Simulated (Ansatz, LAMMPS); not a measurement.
## Relaxing a frame of liquid ethylene carbonate from 313 K (180 atoms)

How does a frame of liquid ethylene carbonate from 313 K (180 atoms) relax, and what do bonds, charges and levels look like afterwards?

Program: Ansatz 0.2.0. Level of theory: Kohn-Sham DFT, PBE+D4, PAW (set soft_2), plane waves. Results are calculated unless marked as measured.

Report form: the programs' logs are mostly left out.

## 1. The structure

The cell holds 180 atoms: 54 O, 54 C and 72 H. Its edges and angles: a = 12.584 Å, b = 12.584 Å, c = 12.584 Å, α = 90.0°, β = 90.0°, γ = 90.0°. 18 ethylene carbonate placed at random, at 1.32 g/cm³; overlaps pushed apart, then 10 ps at 413 K with MMFF94 bonds, angles, torsions, charges and radii (Halgren, J. Comput. Chem. 17, 490 (1996)) in harmonic and 12-6 forms. Snapshot after 20 ps at 313 K and fixed volume. The density is a measured one.

Limits known from the start: The network of contacts between molecules at the start is that of the classical potential that made the cell. Only the Γ point is sampled, in a cell whose shortest periodic width is 13 Å.

## 2. Making the structure

A classical potential supplies the starting structure, since it reaches far longer times than DFT.

This step: classical MD, MMFF94 bonds, angles, torsions, charges and radii (Halgren, J. Comput. Chem. 17, 490 (1996)) in harmonic and 12-6 forms (LAMMPS 22 Jul 2025 - Update 4).

in.lmp reads:

```
# liquid ethylene carbonate
units real
atom_style full
boundary p p p
bond_style harmonic
angle_style harmonic
dihedral_style opls
improper_style harmonic
special_bonds lj 0 0 0.5 coul 0 0 0.75
read_data data.lmp
neigh_modify delay 0 every 1 check yes one 4000
comm_modify cutoff 12.0
timestep 0.5
thermo_style custom step time temp pe press density
thermo_modify norm yes
# push overlapping molecules apart
pair_style soft 2.6
pair_coeff * * 0.0
variable a equal ramp(1,60)
fix ad all adapt 1 pair soft a * * v_a
velocity all create 413 294959 mom yes dist gaussian
fix lim all nve/limit 0.03
fix lan all langevin 413 413 50 294960 zero yes
thermo 1000
run 3000 post no
unfix ad
pair_style lj/cut/coul/long 9.0
pair_modify mix arithmetic tail yes
pair_coeff 1 1 0.0763 2.9870   # O
pair_coeff 2 2 0.0678 3.4070   # C
pair_coeff 3 3 0.0763 3.0430   # O
pair_coeff 4 4 0.0678 3.3680   # C
pair_coeff 5 5 0.0216 2.5400   # H
kspace_style pppm 1.0e-4
# [... 17 lines left out ...]
compute msd all msd com yes
thermo 5000
fix md all nvt temp 313 313 100
run 20000 post no
print "== T313: mean square displacement over the hold $(c_msd[4]:%.2f) A^2"
unfix md
uncompute msd
write_dump all custom T313.dump id type xs ys zs modify sort id
```

Launch:

```bash
lmp -in in.lmp -log none -nocite
```

It took 86 s on 1 thread of Intel Xeon at 2.80GHz (Skylake/Cascade Lake), shared host; peak memory 0.65 GiB.

The input also reads data.lmp (atoms, bonds and types; not printed here).

## 3. Single point at the start

The forces at the start show how far the geometry lies from a minimum of this functional.

input.yaml reads:

```yaml
crystal:
  lattice:
    - [12.58353, 0.0, 0.0]
    - [0.0, 12.58353, 0.0]
    - [0.0, 0.0, 12.58353]
  atoms:
    - { symbol: O, position: [0.44204, 0.61432, 0.75984] }
    - { symbol: C, position: [0.41556, 0.63417, 0.85116] }
    - { symbol: O, position: [0.48783, 0.63819, 0.93143] }
    - { symbol: C, position: [0.4368, 0.68782, 0.01665] }
    - { symbol: C, position: [0.32432, 0.65547, 0.99677] }
    - { symbol: O, position: [0.31877, 0.66785, 0.88692] }
    - { symbol: H, position: [0.4513, 0.7696, 0.0156] }
    - { symbol: H, position: [0.45706, 0.65878, 0.09402] }
    - { symbol: H, position: [0.26542, 0.71163, 0.02908] }
    - { symbol: H, position: [0.3085, 0.578, 0.02099] }
    - { symbol: O, position: [0.65234, 0.60761, 0.62049] }
    - { symbol: C, position: [0.64001, 0.54536, 0.69165] }
    - { symbol: O, position: [0.65131, 0.57102, 0.79256] }
    - { symbol: C, position: [0.67844, 0.47258, 0.84593] }
    - { symbol: C, position: [0.62041, 0.39385, 0.78278] }
    - { symbol: O, position: [0.61473, 0.44116, 0.67689] }
    - { symbol: H, position: [0.64077, 0.47724, 0.92576] }
    - { symbol: H, position: [0.76173, 0.46401, 0.8471] }
    - { symbol: H, position: [0.54116, 0.38563, 0.80681] }
    - { symbol: H, position: [0.66265, 0.32264, 0.77847] }
    - { symbol: O, position: [0.86225, 0.8711, 0.64984] }
    - { symbol: C, position: [0.94641, 0.8351, 0.67952] }
    - { symbol: O, position: [0.03636, 0.85832, 0.62283] }
    - { symbol: C, position: [0.11947, 0.82779, 0.69251] }
    - { symbol: C, position: [0.07176, 0.7469, 0.76556] }
    - { symbol: O, position: [0.96813, 0.78095, 0.77359] }
    - { symbol: H, position: [0.14624, 0.89523, 0.74222] }
    - { symbol: H, position: [0.18659, 0.80362, 0.64842] }
    - { symbol: H, position: [0.1114, 0.73035, 0.84169] }
    - { symbol: H, position: [0.07682, 0.66975, 0.71823] }
    - { symbol: O, position: [0.88459, 0.23231, 0.01467] }
    - { symbol: C, position: [0.93086, 0.14318, 0.01532] }
    [... 142 atom lines left out ...]
    - { symbol: C, position: [0.15439, 0.67313, 0.46399] }
    - { symbol: O, position: [0.17308, 0.60096, 0.38131] }
    - { symbol: H, position: [0.11062, 0.79947, 0.37728] }
    - { symbol: H, position: [0.20063, 0.83419, 0.47455] }
    - { symbol: H, position: [0.06816, 0.66656, 0.48935] }
    - { symbol: H, position: [0.20996, 0.65004, 0.52486] }
kpoints:
  mp_grid: { grid: [1, 1, 1] }
hamiltonian:
  xc: pbe
  dispersion: d4
scf:
  occupations: { method: fermi_dirac, width: 0.05 }
output:
  forces: true
  stress: true
  populations: true
  dos:
    method: { smearing: { sigma: 0.1 } }
    de: 0.1
    projected: { site_lists: { C: [C], H: [H], O: [O] } }
  eigenvalues: true
```

Launch:

```bash
ansatz run input.yaml --threads 4 --pin off --max-ram 8192MiB --backend cpu --events-out ev --progress --plain --runs-dir out
```

Run time: 26 s. Hardware: 4 threads of Intel Xeon Platinum 8488C (Sapphire Rapids), shared host; peak memory 2.9 GiB; 98 s of CPU time.

Numbers from this run:

```yaml
free_energy: -45309.5259 eV
free_energy_per_atom: -251.7196 eV/atom
scf_cycles: 11
pressure: 2.786 GPa
r_m_s_force_component: 1.128 eV/Å
longest_force: 5.24 eV/Å
fermi_energy: 1.838 eV
spacing_of_highest_filled_and_lowest_empty_level: 5.101 eV
spilling_of_the_projection: 0.01348
```

The r.m.s. force component of 1.1 eV/Å and the pressure of 2.8 GPa set the starting point.

Length of the force by element:

| element | coordination | atoms | mean length of the force (eV/Å) | spread | least | most |
| --- | --- | --- | --- | --- | --- | --- |
| C | all | 54 | 2.33 | 0.923 | 0.251 | 5.24 |
| H | all | 72 | 1.19 | 0.669 | 0.134 | 4.38 |
| O | all | 54 | 1.80 | 0.836 | 0.277 | 4.04 |

## 4. Relaxation

With the cell held, the atoms are moved downhill towards a nearby minimum.

input.yaml, the sections that differ from step 3:

```yaml
output:
  forces: true
relax:
  f_tol: 0.03
  max_steps: 200
# crystal, kpoints, hamiltonian, scf: as in step 3
```

The job ended after 17 min (4 threads; peak memory 2.9 GiB; 63 min of CPU time).

Relaxation path (22 of 83):

| step | energy less that of the first step (eV) | largest force component (eV/Å) |
| --- | --- | --- |
| 1 | 0.0000 | 4.3843 |
| 5 | -9.4313 | 0.2660 |
| 9 | -9.9354 | 0.2375 |
| 13 | -10.1168 | 0.3985 |
| 17 | -10.2355 | 0.4458 |
| 21 | -10.3273 | 0.3167 |
| 24 | -10.3729 | 0.1975 |
| 28 | -10.4250 | 0.3394 |
| 32 | -10.4693 | 0.1108 |
| 36 | -10.4930 | 0.1704 |
| 40 | -10.5133 | 0.1425 |
| 44 | -10.5495 | 0.3311 |
| 48 | -10.5649 | 0.5114 |
| 52 | -10.5783 | 0.0757 |
| 56 | -10.5861 | 0.1012 |
| 60 | -10.5957 | 0.0893 |
| 63 | -10.6001 | 0.0491 |
| 67 | -10.6027 | 0.0378 |
| 71 | -10.6061 | 0.0541 |
| 75 | -10.6118 | 0.1623 |
| 79 | -10.6215 | 0.1008 |
| 83 | -10.6242 | 0.0205 |

Relaxation steps 48, 53 were tried and not accepted.

The atoms that moved most (Å):

| atom | dx | dy | dz | length |
| --- | --- | --- | --- | --- |
| H97 | -1.724 | -1.745 | 1.117 | 2.695 |
| H90 | -2.031 | -1.465 | 0.783 | 2.624 |
| O1 | -2.574 | 0.373 | -0.148 | 2.606 |
| H88 | -0.224 | -2.356 | -0.165 | 2.372 |
| H98 | -0.052 | -1.552 | 1.703 | 2.304 |
| H57 | -1.058 | 1.439 | 1.392 | 2.265 |
| O141 | -0.364 | 0.144 | -2.185 | 2.219 |
| O91 | -1.322 | 0.959 | -1.434 | 2.174 |

The relaxation changed the energy by -59.0 meV/atom, and atoms moved by 1.0 Å r.m.s., 2.7 Å at most.

## 5. Distances and neighbours after relaxation

Density 1.32 g/cm³, 11.07 Å³ an atom.

g(r), total and by pair (bins of 0.2 Å):

| r (Å) | total | H-H | H-C | H-O | C-C | C-O | O-O |
| --- | --- | --- | --- | --- | --- | --- | --- |
| 1.00 | 3.05 | 0.00 | 12.70 | 0.00 | 0.00 | 0.00 | 0.00 |
| 1.20 | 0.58 | 0.00 | 0.00 | 0.00 | 0.00 | 3.26 | 0.00 |
| 1.40 | 1.76 | 0.00 | 0.00 | 0.00 | 0.00 | 9.78 | 0.00 |
| 1.60 | 0.38 | 0.00 | 0.00 | 0.00 | 4.21 | 0.00 | 0.00 |
| 1.80 | 0.55 | 3.43 | 0.00 | 0.00 | 0.00 | 0.00 | 0.00 |
| 2.00 | 0.82 | 0.00 | 0.00 | 3.41 | 0.00 | 0.00 | 0.00 |
| 2.20 | 1.59 | 0.00 | 3.01 | 0.04 | 3.78 | 0.00 | 5.75 |
| 2.40 | 0.76 | 1.98 | 0.00 | 0.49 | 0.00 | 1.80 | 0.00 |
| 2.60 | 0.41 | 0.81 | 0.00 | 1.17 | 0.00 | 0.00 | 0.00 |
| 2.80 | 0.77 | 1.22 | 0.78 | 1.61 | 0.00 | 0.00 | 0.00 |
| 3.00 | 0.79 | 1.26 | 1.01 | 1.29 | 0.00 | 0.15 | 0.06 |
| 3.20 | 0.94 | 0.53 | 1.34 | 1.41 | 0.00 | 0.70 | 0.74 |
| 3.40 | 1.07 | 0.58 | 1.06 | 0.81 | 0.19 | 2.29 | 1.05 |
| 3.60 | 0.88 | 0.75 | 0.98 | 0.59 | 0.46 | 1.11 | 1.51 |
| 3.80 | 0.90 | 0.87 | 0.80 | 0.90 | 1.06 | 0.99 | 0.87 |
| 4.00 | 1.02 | 0.76 | 0.94 | 1.27 | 1.57 | 0.96 | 0.51 |
| 4.20 | 1.08 | 0.82 | 0.88 | 1.64 | 1.21 | 0.86 | 0.84 |
| 4.40 | 0.96 | 0.86 | 1.03 | 0.94 | 1.16 | 0.91 | 0.95 |
| 4.60 | 1.00 | 0.87 | 0.98 | 1.06 | 1.34 | 0.80 | 1.24 |
| 4.80 | 1.10 | 1.10 | 1.21 | 0.92 | 1.23 | 1.08 | 1.23 |
| 5.00 | 1.01 | 1.08 | 1.06 | 0.90 | 0.93 | 1.23 | 0.74 |
| 5.20 | 1.14 | 1.18 | 1.08 | 1.05 | 1.41 | 1.14 | 1.21 |
| 5.40 | 1.08 | 1.09 | 1.04 | 1.01 | 1.34 | 1.21 | 0.84 |
| 5.60 | 1.05 | 1.05 | 1.05 | 0.96 | 1.21 | 1.06 | 1.08 |
| 5.80 | 1.01 | 0.96 | 1.05 | 0.92 | 1.02 | 1.12 | 0.99 |
| 6.00 | 1.04 | 1.19 | 1.01 | 0.88 | 1.46 | 0.95 | 1.11 |
| 6.20 | 1.00 | 0.98 | 1.02 | 1.13 | 0.73 | 0.89 | 1.17 |

## 6. Single point at the relaxed geometry

One more single point at the end of the walk gives the fuller output and checks the residual forces.

input.yaml reads:

```yaml
crystal:
  lattice:
    - [12.58353, 0.0, 0.0]
    - [0.0, 12.58353, 0.0]
    - [0.0, 0.0, 12.58353]
  atoms:
    - { symbol: O, position: [0.23745, 0.644, 0.74804] }
    - { symbol: C, position: [0.27634, 0.63694, 0.83575] }
    - { symbol: O, position: [0.37523, 0.59992, 0.85474] }
    - { symbol: C, position: [0.39866, 0.60641, 0.96743] }
    - { symbol: C, position: [0.29357, 0.64348, 0.01714] }
    - { symbol: O, position: [0.22527, 0.66322, 0.92641] }
    - { symbol: H, position: [0.46324, 0.66376, 0.97806] }
    - { symbol: H, position: [0.42346, 0.5272, 0.99353] }
    - { symbol: H, position: [0.30096, 0.7176, 0.06184] }
    - { symbol: H, position: [0.25573, 0.58302, 0.06691] }
    - { symbol: O, position: [0.67965, 0.59031, 0.57417] }
    - { symbol: C, position: [0.67673, 0.54347, 0.65784] }
    - { symbol: O, position: [0.68991, 0.58979, 0.75409] }
    - { symbol: C, position: [0.69756, 0.50623, 0.83373] }
    - { symbol: C, position: [0.64118, 0.41413, 0.77972] }
    - { symbol: O, position: [0.65866, 0.43735, 0.66772] }
    - { symbol: H, position: [0.66006, 0.53375, 0.90702] }
    - { symbol: H, position: [0.78237, 0.49, 0.84678] }
    - { symbol: H, position: [0.55522, 0.41294, 0.79471] }
    - { symbol: H, position: [0.67504, 0.33621, 0.79803] }
    - { symbol: O, position: [0.84335, 0.92018, 0.62812] }
    - { symbol: C, position: [0.92138, 0.88368, 0.67034] }
    - { symbol: O, position: [0.02172, 0.89479, 0.63188] }
    - { symbol: C, position: [0.09597, 0.85611, 0.71135] }
    - { symbol: C, position: [0.02656, 0.78312, 0.77831] }
    - { symbol: O, position: [0.9207, 0.82673, 0.76175] }
    - { symbol: H, position: [0.12616, 0.9253, 0.75521] }
    - { symbol: H, position: [0.16129, 0.81474, 0.6718] }
    - { symbol: H, position: [0.04446, 0.78543, 0.86331] }
    - { symbol: H, position: [0.02677, 0.7006, 0.75026] }
    - { symbol: O, position: [0.93294, 0.24517, 0.99212] }
    - { symbol: C, position: [0.95446, 0.15278, 0.0066] }
    [... 142 atom lines left out ...]
    - { symbol: C, position: [0.17118, 0.67329, 0.47062] }
    - { symbol: O, position: [0.20397, 0.59084, 0.39643] }
    - { symbol: H, position: [0.14148, 0.80458, 0.36088] }
    - { symbol: H, position: [0.23517, 0.83696, 0.46515] }
    - { symbol: H, position: [0.08523, 0.66712, 0.48237] }
    - { symbol: H, position: [0.21335, 0.66053, 0.54592] }
kpoints:
  mp_grid: { grid: [1, 1, 1] }
hamiltonian:
  xc: pbe
  dispersion: d4
scf:
  occupations: { method: fermi_dirac, width: 0.05 }
output:
  forces: true
  stress: true
  populations: true
  dos:
    method: { smearing: { sigma: 0.15 } }
    de: 0.1
    projected: { site_lists: { C: [C], H: [H], O: [O] } }
  eigenvalues: true
  write_density: true
  write_potential: true
  volumetric_format: npy
```

The job ended after 26 s (4 threads; peak memory 2.9 GiB; 97 s of CPU time).

The program notes that the exchange-correlation potential is rough where the density is thin.

The run gave:

```
free energy                                      : -45320.1500 eV
free energy per atom                             : -251.7786 eV/atom
SCF cycles                                       : 10
pressure                                         : -0.3142 GPa
r.m.s. force component                           : 0.00354 eV/Å
longest force                                    : 0.02438 eV/Å
Fermi energy                                     : 1.85 eV
gap (highest filled to lowest empty level) : 5.918 eV
spilling of the projection                       : 0.01345
```

Löwdin charges by element (they lack the spilled electrons, 0.046 e an atom on average):

| element | coordination | atoms | mean charge (e) | spread | least | most |
| --- | --- | --- | --- | --- | --- | --- |
| C | all | 54 | 0.193 | 0.368 | -0.0779 | 0.719 |
| H | all | 72 | 0.215 | 0.0106 | 0.195 | 0.239 |
| O | all | 54 | -0.327 | 0.0645 | -0.435 | -0.268 |

States in the cell by windows of 1 eV, zero at the Fermi level; the larger projections on atomic orbitals stand beside the total:

| from (eV) | to (eV) | total | O p | C p | H s | C s | O s |
| --- | --- | --- | --- | --- | --- | --- | --- |
| -18 | -16 | 0.0 | 0.0 | 0.0 | 0.0 | 0.0 | 0.0 |
| -16 | -15 | 36.0 | 6.2 | 2.6 | 6.1 | 18.7 | 2.0 |
| -15 | -14 | 0.0 | 0.0 | 0.0 | 0.0 | 0.0 | 0.0 |
| -14 | -13 | 10.1 | 3.7 | 2.3 | 1.4 | 2.5 | 0.1 |
| -13 | -12 | 25.9 | 9.4 | 5.9 | 3.6 | 6.4 | 0.1 |
| -12 | -11 | 31.7 | 13.4 | 8.9 | 0.4 | 3.1 | 5.4 |
| -11 | -10 | 4.4 | 1.8 | 1.2 | 0.1 | 0.4 | 0.8 |
| -10 | -9 | 42.9 | 14.4 | 20.1 | 5.5 | 0.6 | 1.2 |
| -9 | -8 | 65.0 | 22.4 | 22.4 | 11.0 | 3.7 | 4.4 |
| -8 | -7 | 36.5 | 18.5 | 10.5 | 3.5 | 0.2 | 3.1 |
| -7 | -6 | 71.6 | 28.8 | 28.5 | 10.4 | 0.2 | 2.7 |
| -6 | -5 | 68.0 | 39.0 | 20.1 | 4.0 | 0.8 | 3.3 |
| -5 | -4 | 6.8 | 4.2 | 1.7 | 0.5 | 0.1 | 0.2 |
| -4 | -3 | 102.8 | 83.3 | 8.7 | 9.0 | 0.1 | 0.6 |
| -3 | -2 | 2.5 | 2.0 | 0.2 | 0.2 | 0.0 | 0.0 |
| -2 | 2 | 0.0 | 0.0 | 0.0 | 0.0 | 0.0 | 0.0 |
| 2 | 3 | 4.5 | 1.1 | 1.9 | 0.6 | 0.2 | 0.2 |
| 3 | 4 | 58.1 | 15.8 | 25.8 | 4.5 | 2.6 | 2.1 |
| 4 | 5 | 30.5 | 3.0 | 8.5 | 6.6 | 3.0 | 1.3 |

Between -26 and -18 eV lie 108 more states.

The levels nearest the highest filled one (over half full), pooled over k-points and spins:

| level less the highest filled one (eV) | occupation |
| --- | --- |
| -0.166 | 2 |
| -0.138 | 2 |
| -0.104 | 2 |
| -0.0713 | 2 |
| -0.0335 | 2 |
| 0 | 2 |
| 5.92 | 0 |
| 6.03 | 0 |
| 6.05 | 0 |
| 6.13 | 0 |
| 6.13 | 0 |
| 6.16 | 0 |

Electrostatic potential energy in the ab plane at fractional z = 0.315, with atoms of C and H and O within 0.2 Å of it. With pseudopotentials it is smooth inside the atoms' cores, unlike the true potential.

Ten even steps from '0' (-47 eV) to '9' (7 eV), each cell a mean:
```
77999999999999986225789999984003788
88999999999999985689999999997446888
99999999999999997899999999998888889
99999999999999999999999999998645789
99999999999999999999999999997200489
99999999853699999999899999998512699
99999999842489999885347999998425999
99999998743689999871005899999547999
99999998400389999986347999999999999
99999998622369999986225899999999999
58999999988779999864003899999999996
58999999999999999515547899999999986
89999999999999999989999999999999887
89999999999999999999999999999997546
99999998767899999999999999998873003
99999987101689999999999999997544236
99999866202337999999999999975457899
99987423778658999999999999830169999
99975446899999999999999999953489999
99877789999999999999999999999999999
98568999999999867999999999999999999
99999999999887301689999999999999999
99999999953677523346668999999889999
99999999965788873001237999986326899
```
Columns run along a (12.6 Å; values clipped at the 3rd and 97th percentile), rows up along b (12.6 Å). Atoms in or near the plane, at fractional coordinates: C at (0.51, 0.01), H at (0.28, 0.04), C at (0.27, 0.33), H at (0.34, 0.29), C at (0.58, 0.68), C at (0.60, 0.56), H at (0.52, 0.52), O at (0.81, 0.25), O at (0.94, 0.38), H at (0.00, 0.53), C at (0.87, 0.80), C at (0.85, 0.98), C at (0.28, 0.63).

Valence density in the ab plane at fractional z = 0.315, with atoms of C and H and O within 0.2 Å of it. It is the smooth field of the valence electrons, not physical close to the nuclei.

Ten steps, logarithmic in the rise over the least value, from '0' (0.0 e/Å³) to '9' (5.9 e/Å³), each cell a mean:
```
54200000112222246766664211356777544
43200000000112357653221000235665544
21000000000011256642000000134554433
10001211011100123210000000134566543
10012322234321000000000000024677653
00011223578742001223333210024677531
00000113588742002456665320135787420
00000013567531002457776420125786410
00000124577653101246765310012343210
11000234567764211246775310000111011
53100122345664212467776421000000135
64200001113332102576655320000001246
43100000111100001233322100000012355
42100001333100000000000000000135776
42000013565320000000000000012458998
31001235677542000000000000134567886
10013566677764100000000001367765443
00135787655553100000011002589964210
12346776421211000000011002478852100
24665543210001222100000000234321000
35775321001113576420000000000000001
24553210123445899633332100000111000
11221001357655788766775310123443210
22100000256543456778886311356665432
```
Columns run along a (12.6 Å), rows up along b (12.6 Å). Atoms in or near the plane, at fractional coordinates: C at (0.51, 0.01), H at (0.28, 0.04), C at (0.27, 0.33), H at (0.34, 0.29), C at (0.58, 0.68), C at (0.60, 0.56), H at (0.52, 0.52), O at (0.81, 0.25), O at (0.94, 0.38), H at (0.00, 0.53), C at (0.87, 0.80), C at (0.85, 0.98), C at (0.28, 0.63).

Mean Löwdin charges: C +0.19, H +0.22, O -0.33 e (they miss 1.3 % of the electrons, so they add up to more than the cell's charge). The largest share in the top eV of filled states is O p (82 % of the projected weight), and in the lowest eV of empty states C p (51 % of the projected weight).

A closer look about H179, picked at random: 8 atoms, nearest first, numbered in the order of the input, with positions taken from that point.

| atom | x | y | z | distance (Å) | Löwdin charge (e) |
| --- | --- | --- | --- | --- | --- |
| H179 | 0.00 | 0.00 | 0.00 | 0.00 | 0.22 |
| C175 | 1.08 | 0.08 | -0.15 | 1.09 | -0.07 |
| H180 | 1.61 | -0.08 | 0.80 | 1.80 | 0.21 |
| O176 | 1.49 | -0.96 | -1.08 | 2.08 | -0.28 |
| C174 | 1.50 | 1.35 | -0.87 | 2.20 | -0.07 |
| H177 | 0.71 | 1.73 | -1.53 | 2.41 | 0.20 |
| H127 | -1.11 | -1.68 | -1.95 | 2.80 | 0.22 |
| H178 | 1.89 | 2.14 | -0.22 | 2.86 | 0.23 |

## 7. Summary of results

```yaml
energy_change_in_the_relaxation: -59.02 meV/atom
r_m_s_displacement: 1.043 Å
largest_displacement: 2.695 Å
free_energy_per_atom: -251.7786 eV/atom
pressure: -0.3142 GPa
r_m_s_force_component: 0.00354 eV/Å
spacing_of_highest_filled_and_lowest_empty_level: 5.918 eV
wall_time_of_the_3_dft_runs: 18 min
```

In words: Relaxation lowers the energy by 59.0 meV/atom and moves atoms by 1.0 Å r.m.s.; the r.m.s. force component goes from 1.1 to 0.0035 eV/Å, the pressure goes from 2.8 to -0.31 GPa, and the gap from 5.10 to 5.92 eV. First to last step the energy falls by 10.624 eV; the largest move, 2.69 Å, is that of H97. The highest filled and lowest empty levels differ by 5.92 eV (at Γ alone); a semilocal functional tends to put such gaps too low. In a disordered cell it changes from sample to sample and from frame to frame.

What to keep in mind: The network of contacts between molecules at the start is that of the classical potential that made the cell; in DFT atoms moved by 1.0 Å r.m.s.

[Logs are printed without paths, hosts, clocks, repeated set-up lines and the standing remarks that a program may print on its own settings, such as how far it seeks lower states.]

[Hosts, paths, dates, database ids (printed as entryN), source tags and the programs' standing remarks are cut or masked in the printed files.]

[The MMFF94 radii named for the starting cell were scaled by 0.96; in molecules described by MMFF94, hydrogen bound to N, O or S took a small fixed 12-6 site in their place.]
